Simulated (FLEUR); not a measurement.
Computed results, one entry a study.

**Collinear magnetic orders of CuPd (Skaergaardite) with FLEUR**

It takes space group Pm-3m (No. 221, cubic). The conventional cell has a = 2.988 Å, b = 2.988 Å, c = 2.988 Å, α = 90.00°, β = 90.00°, γ = 90.00°. Nearest to Cu lie 8 Pd at 2.59 Å. Nearest to Pd lie 8 Cu at 2.59 Å. Farther neighbours are not listed.

```xyz
4
Lattice="2.9880 0.0000 0.0000 0.0000 2.9880 0.0000 0.0000 0.0000 5.9760" Properties=species:S:1:pos:R:3 pbc="T T T"
Cu    0.0000    0.0000    0.0000
Cu    0.0000    0.0000    2.9880
Pd    1.4940    1.4940    1.4940
Pd    1.4940    1.4940    4.4820
```

```
method                   : LDA (VWN); all-electron FLAPW, Dirac cores, scalar-relativistic bands
program                  : FLEUR MaX-R8.1
settings of one run      : kmax 3.6 1/bohr, gmax 10.8 1/bohr, muffin tin radii Cu: 2.38, Pd: 2.38 bohr, lmax Cu: [8, 6], Pd: [8, 6], hist occupations, smearing width 0.03 eV, mixer Anderson, mixing 0.05, max iterations 90, stop 2.00e-5 me/bohr³, collinear spin, 10×10×5 k-mesh, mesh matched on, starting moments 0.5 -0.5 0.6 -0.6 μB
cost                     : 4 runs, 1.7 min in all on 4 MPI ranks of Arm Neoverse V2, shared host (the runs of this entry)
notes                    : The database entry behind the starting cell differs from later determinations by our own check (about 0.35 % long).
lowest state found       : non-magnetic (initial antiferro q=(0,0,1/2) +-+-)
largest site spin moment : 0 μB
```

The lowest state carries no moment above 0.15 μB, and no start kept one. Only 4 starts were tried; other patterns of signs, canted and longer-period orders were not.

[Logs and program files are shortened in this print: banners, set-up blocks, solver, clock and traceback lines can be left out without a mark of their own.]

[Logs are printed without paths, hosts, clocks, repeated set-up lines and the standing remarks that a program may print on its own settings, such as how far it seeks lower states.]

[Hosts, paths, dates, database ids (printed as entryN), source tags and the programs' standing remarks are cut or masked in the printed files.]

[Where a cell is said to come from a database of computed structures, the database is the Materials Project.]
